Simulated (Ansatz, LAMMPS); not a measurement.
# Squeezing and shearing glassy 65SnO2-35SiO2 (mol %) (60 atoms), part 3 of 3

Aim: relax glassy 65SnO2-35SiO2 (mol %) (60 atoms), then change its volume and shape to read moduli from the stress.

Ansatz 0.2.0; Kohn-Sham DFT, PBE, PAW (set soft_2), plane waves.

The cell: 13 Sn, 7 Si and 40 O. The quench rate of 10 K/ps is many orders above laboratory rates. The network of bonds at the start is that of the classical potential that made the cell. Only the Γ point is sampled.

So far. Step 10 (Stretched by 1 % along x): The relaxation converged after 5 steps, 0.0337 eV below its start, with a largest force component of 0.040 eV/Å. Step 10 (Stretched by 1 % along x): Stretched by 1 % along x: the energy stands 0.0387 eV above that of the reference, at a pressure of -0.978 GPa.

## Step 11: Compressed by 1 % along x

The relaxed cell is strained along x alone, which gives the stiffness along x and its coupling to y and z.

input.yaml

```yaml
crystal:
  lattice:
    - [9.03024, -0.03316, 0.03202]
    - [-0.03283, 9.65148, -0.37089]
    - [0.0317, -0.37089, 9.13601]
  atoms:
    [... the 60 atom lines of step 4 ...]
kpoints:
  mp_grid: { grid: [1, 1, 1] }
hamiltonian:
  xc: pbe
scf:
  occupations: { method: fixed }
output:
  forces: true
  eigenvalues: true
  stress: true
relax:
  f_tol: 0.05
  max_steps: 70
```

The run is started by

```console
> ansatz run input.yaml --threads 4 --pin off --max-ram 8192MiB --backend cpu --events-out ev --progress --plain --runs-dir out
```

Numbers of over 12 decimals in the logs are rounded to 6 here.

What it wrote:

```text
[...]
Crystal: 60 atoms, lattice volume = 794.989 Å³
Basis set: ecut = 420 eV, 15493 PW (Γ), exchange–correlation on 128×144×128 points (8 copies of the dense FFT grid, shifted against one another)
Bands: 285, of which v1, the nominal top of the filled ones, is band 225 counted from 1 (224 counted from 0)
Symmetry: 1 space group operations
[...]
k-points: 1
[...]
SCF iter   1: F=—  HF=-105472.688771 eV  |F-HF|=—  |Δ(HF+E_count)|=         —  Δρ=3.25e-3  dr2=6.89e-2  ethr=1.77e-3  ⟨swp⟩=4.0  Hψ=1036  notcnv=0  defer=57
[...]
SCF iter   6: F=-105472.694960 eV  HF=-105472.694969 eV  |F-HF|=8.92e-6  |Δ(HF+E_count)|=   2.73e-5  Δρ=5.83e-5  dr2=2.80e-5  ethr=1.39e-8  ⟨swp⟩=12.0  Hψ=1609  notcnv=0
SCF 1 converged in 6 iterations: F = -105472.694960 eV  dr2 = 2.80e-5
[...]
relax step   1: F+E_penalty+E_count = -105472.69496029 eV  Δ(F+E_penalty+E_count) = +0.000e0 eV  max|allowed force component| = 3.676e-1 eV/Å  Δτ_max = 0.0000 Å  (6 SCF iters, dr2 threshold 6.25e-5 eV, accepted)
[...]
relax step   2: F+E_penalty+E_count = -105472.71929168 eV  Δ(F+E_penalty+E_count) = -2.433e-2 eV  max|allowed force component| = 2.099e-1 eV/Å  Δτ_max = 0.0192 Å  (6 SCF iters, dr2 threshold 8.44e-6 eV, accepted)
[...]
relax step   3: F+E_penalty+E_count = -105472.72884734 eV  Δ(F+E_penalty+E_count) = -9.556e-3 eV  max|allowed force component| = 6.649e-2 eV/Å  Δτ_max = 0.0128 Å  (6 SCF iters, dr2 threshold 2.75e-6 eV, accepted)
relax step   4: F+E_penalty+E_count = -105472.72081877 eV  Δ(F+E_penalty+E_count) = +8.029e-3 eV  max|allowed force component| = 1.483e-1 eV/Å  Δτ_max = 0.0735 Å  (9 SCF iters, rejected (line search))
[...]
relax step   5: F+E_penalty+E_count = -105472.73137884 eV  Δ(F+E_penalty+E_count) = -2.532e-3 eV  max|allowed force component| = 4.837e-2 eV/Å  Δτ_max = 0.0306 Å  (9 SCF iters, accepted)
SCF converged after 9 iterations
Free energy (F): -105472.731379 eV
[...]
Internal energy: -105472.731379 eV  (E = F + TS)
E sigma→0 (E₀):  -105472.731379 eV
Fermi energy:    6.079005 eV
[...]
--- Forces (eV/Å), atoms counted from 1 ---
  atom   1  Sn     0.00525335    -0.00484253    -0.02107724
  atom   2  Sn     0.02882625    -0.00732076    -0.01440437
  atom   3  Sn    -0.00712121    -0.01311796    -0.00467380
  atom   4  Sn    -0.00781033    -0.00028247    -0.00571050
  atom   5  Sn     0.00518499    -0.00338090    -0.00458591
  atom   6  Sn     0.01768126    -0.02487207    -0.03013062
  atom   7  Sn    -0.00495424    -0.01005245    -0.00440130
  atom   8  Sn    -0.04257721     0.03029873     0.03727095
  atom   9  Sn     0.01926348     0.03103792     0.00577292
  atom  10  Sn     0.00537676    -0.01367818     0.00296063
  atom  11  Sn     0.00592123     0.00103791     0.00225391
  atom  12  Sn    -0.00071153    -0.01513346     0.00869846
  atom  13  Sn    -0.02758951    -0.00404529    -0.00068956
  atom  14  Si    -0.01266586     0.00327745     0.01508975
[...]
atom  59  O     -0.03418633    -0.02413221     0.02662322
  atom  60  O      0.00600608     0.00542368     0.00647494
  max |Σ_I F_I| component: 4.75e-5 eV/Å
--- Stress (GPa, compression-positive) ---
        1.570796       0.068839       0.038318
        0.068840       0.707341       0.041953
        0.038319       0.041952       0.756602
  P = ⅓ Tr σ = 1.0116 GPa (10.116 kbar)
--- Band table (eV) ---
[...]
--- Relaxed structure (5 steps of the walk, 4 accepted, 0 SCFs on fresh bases) ---
  F+E_penalty+E_count = -105472.73137884 eV   max|allowed force component| = 4.837e-2 eV/Å
  atoms:
    - { symbol: Sn, position: [0.410493, 0.891118, 0.478622] }
    - { symbol: Sn, position: [0.020064, 0.729285, 0.387327] }
    - { symbol: Sn, position: [0.313534, 0.301912, 0.020114] }
    - { symbol: Sn, position: [0.995072, 0.402356, 0.156825] }
[...]
- { symbol: O, position: [0.278324, 0.824093, 0.063502] }
```

The job ended after 30 s (4 threads of Arm Neoverse V2, shared host; peak memory 1 GiB).

The relaxation converged after 5 steps, 0.0364 eV below its start, with a largest force component of 0.048 eV/Å.

Compressed by 1 % along x: the energy stands 0.0493 eV above that of the reference, at a pressure of 1.01 GPa.

## Step 12: Sheared by 2 % in xy

A shear of the relaxed cell gives the modulus that volume changes can't reach.

input.yaml, the sections that differ from step 11:

```yaml
crystal:
  lattice:
    - [9.12112, 0.05805, 0.03202]
    - [0.06335, 9.65115, -0.37089]
    - [0.02831, -0.37057, 9.13601]
  atoms:
    [... the 60 atom lines of step 4 ...]
# kpoints, hamiltonian, scf, output, relax: as in step 11
```

What it wrote:

```text
[...]
Crystal: 60 atoms, lattice volume = 802.939 Å³
Basis set: ecut = 420 eV, 15695 PW (Γ), exchange–correlation on 128×144×128 points (8 copies of the dense FFT grid, shifted against one another)
Bands: 285, of which v1, the nominal top of the filled ones, is band 225 counted from 1 (224 counted from 0)
Symmetry: 1 space group operations
[...]
k-points: 1
[...]
SCF iter   1: F=—  HF=-105472.679924 eV  |F-HF|=—  |Δ(HF+E_count)|=         —  Δρ=3.27e-3  dr2=7.03e-2  ethr=1.77e-3  ⟨swp⟩=4.0  Hψ=1035  notcnv=0  defer=57
[...]
SCF iter   5: F=—  HF=-105472.685483 eV  |F-HF|=—  |Δ(HF+E_count)|=   2.08e-5  Δρ=1.22e-4  dr2=1.21e-4  ethr=1.15e-7  ⟨swp⟩=2.0  Hψ=377  notcnv=0  defer=58
SCF iter   6: F=-105472.685503 eV  HF=-105472.685512 eV  |F-HF|=9.23e-6  |Δ(HF+E_count)|=   2.88e-5  Δρ=5.96e-5  dr2=2.98e-5  ethr=1.39e-8  ⟨swp⟩=13.0  Hψ=1685  notcnv=0
SCF 1 converged in 6 iterations: F = -105472.685503 eV  dr2 = 2.98e-5
[...]
relax step   1: F+E_penalty+E_count = -105472.68550307 eV  Δ(F+E_penalty+E_count) = +0.000e0 eV  max|allowed force component| = 5.246e-1 eV/Å  Δτ_max = 0.0000 Å  (6 SCF iters, dr2 threshold 6.25e-5 eV, accepted)
[...]
relax step   2: F+E_penalty+E_count = -105472.71563484 eV  Δ(F+E_penalty+E_count) = -3.013e-2 eV  max|allowed force component| = 2.633e-1 eV/Å  Δτ_max = 0.0200 Å  (6 SCF iters, dr2 threshold 1.72e-5 eV, accepted)
[...]
relax step   3: F+E_penalty+E_count = -105472.72598103 eV  Δ(F+E_penalty+E_count) = -1.035e-2 eV  max|allowed force component| = 1.254e-1 eV/Å  Δτ_max = 0.0122 Å  (6 SCF iters, dr2 threshold 4.33e-6 eV, accepted)
relax step   4: F+E_penalty+E_count = -105472.70629554 eV  Δ(F+E_penalty+E_count) = +1.969e-2 eV  max|allowed force component| = 3.491e-1 eV/Å  Δτ_max = 0.0689 Å  (8 SCF iters, dr2 threshold 3.56e-6 eV, rejected (line search))
relax step   5: F+E_penalty+E_count = -105472.72713478 eV  Δ(F+E_penalty+E_count) = -1.154e-3 eV  max|allowed force component| = 2.426e-1 eV/Å  Δτ_max = 0.0267 Å  (10 SCF iters, accepted)
relax step   6: F+E_penalty+E_count = -105472.73006013 eV  Δ(F+E_penalty+E_count) = -2.925e-3 eV  max|allowed force component| = 4.084e-2 eV/Å  Δτ_max = 0.0195 Å  (5 SCF iters, dr2 threshold 1.33e-5 eV, accepted)
[...]
relax step   7: F+E_penalty+E_count = -105472.73006506 eV  Δ(F+E_penalty+E_count) = -4.924e-6 eV  max|allowed force component| = 4.025e-2 eV/Å  Δτ_max = 0.0000 Å  (5 SCF iters, accepted)
SCF converged after 5 iterations
Free energy (F): -105472.730065 eV
[...]
Internal energy: -105472.730065 eV  (E = F + TS)
E sigma→0 (E₀):  -105472.730065 eV
Fermi energy:    5.958772 eV
[...]
Σ components = -105472.730065   (vs F -105472.730065, Δ=0.00e0)
--- Forces (eV/Å), atoms counted from 1 ---
  atom   1  Sn    -0.01476660    -0.00621941    -0.00340856
  atom   2  Sn    -0.00191392     0.00564218    -0.00396258
  atom   3  Sn     0.01015382     0.00554590    -0.01574855
  atom   4  Sn     0.00015766     0.00994771    -0.01037487
[...]
atom  60  O      0.00202521     0.00516397    -0.00090311
  max |Σ_I F_I| component: 1.08e-4 eV/Å
--- Stress (GPa, compression-positive) ---
       -0.097573      -1.039309      -0.009219
       -1.039308      -0.003407      -0.010398
       -0.009219      -0.010399       0.037355
  P = ⅓ Tr σ = -0.0212 GPa (-0.212 kbar)
--- Band table (eV) ---
[...]
--- Relaxed structure (7 steps of the walk, 6 accepted, 0 SCFs on fresh bases) ---
  F+E_penalty+E_count = -105472.73006506 eV   max|allowed force component| = 4.025e-2 eV/Å
  atoms:
    - { symbol: Sn, position: [0.411292, 0.888195, 0.476842] }
    - { symbol: Sn, position: [0.021453, 0.729688, 0.388127] }
    - { symbol: Sn, position: [0.311825, 0.300803, 0.020550] }
    - { symbol: Sn, position: [0.995065, 0.401835, 0.159595] }
[...]
- { symbol: O, position: [0.278282, 0.825649, 0.065574] }
```

Elapsed: 40 s, on 4 threads; peak memory 1 GiB.

The relaxation converged after 7 steps, 0.0446 eV below its start, with a largest force component of 0.040 eV/Å.

Sheared by 2 % in xy: the energy stands 0.0506 eV above that of the reference, at a pressure of -0.0212 GPa.

## Step 13: Pressure against volume

Atoms are relaxed at each volume, in the scaled cell.

```
volume change (%)  volume (Å³/atom)  energy change (meV/atom)  pressure (GPa)  largest move on relaxing (Å)  bonds  gap (eV)
              -10            12.045                     47.28           12.07                          0.37    106                1.69
               -6            12.581                     16.37            6.72                          0.28    105                1.54
               -3            12.982                      4.06            3.31                          0.06    104                1.46
               +0            13.384                      0.00            0.00                             -    104                1.28
               +3            13.785                      3.46           -2.79                          0.06    103                1.09
               +6            14.187                     12.81           -4.12                          0.46    101               0.929
```

## Step 14: Uniaxial strain and shear

Stress (GPa, compression positive) less that of the relaxed cell, atoms relaxed:

```
                   strain      xx      yy      zz      xy  energy change (meV/atom)
 stretched by 1 % along x  -1.493  -0.693  -0.741  -0.072                      0.65
compressed by 1 % along x   1.566   0.724   0.751   0.067                      0.82
     sheared by 2 % in xy  -0.102   0.013   0.032  -1.041                      0.84
```

## Step 15: Outcome

The bulk modulus, from the slope of pressure against ln V over the three points nearest the relaxed volume, is 102 GPa; between neighbouring points the slope runs 123, 108, 109, 94 and 46 GPa from the smallest volume up, without a steady fall, so no pressure derivative is given. The count of bonds runs from 101 to 106 over the series, so at some points contacts cross the cutoffs. The gap goes from 1.69 eV at the smallest volume to 0.929 eV at the largest, -4.7 eV per unit of ln V by a straight line, on the run's k-points. In the Cartesian axes of the cell, finite differences give C11 = 153, C12 = 70.8, C13 = 74.6 and C66 = 52.1 GPa (the shear of 2 % is the engineering strain, εxy = 0.01). The mean of C11, C12 and C13, which equals the bulk modulus in a cubic or isotropic solid, is 99.5 GPa: it agrees with the bulk modulus within 10 %. For an isotropic solid C66 would equal (C11 − C12)/2 = 41.1 GPa; so small a sample needn't be isotropic, and C66 rests on one shear. With the bulk modulus and C66 as K and G, Young's modulus would be about 133 GPa and Poisson's ratio 0.28.

**Limits.** Strains are finite and relaxations stop at the force tolerance of the input, which can leave moduli too stiff; they are those of a static cell at zero temperature. Volumes are changed with the cell's shape held, so in an anisotropic solid the modulus lies over the one under free hydrostatic load. The program notes that the SCF threshold of the relaxations is loose for the stress.

The DFT runs together took 7.8 min of wall time.

[Logs are printed without paths, hosts, clocks, repeated set-up lines and the standing remarks that a program may print on its own settings, such as how far it seeks lower states.]

[Hosts, paths, dates, database ids (printed as entryN), source tags and the programs' standing remarks are cut or masked in the printed files.]
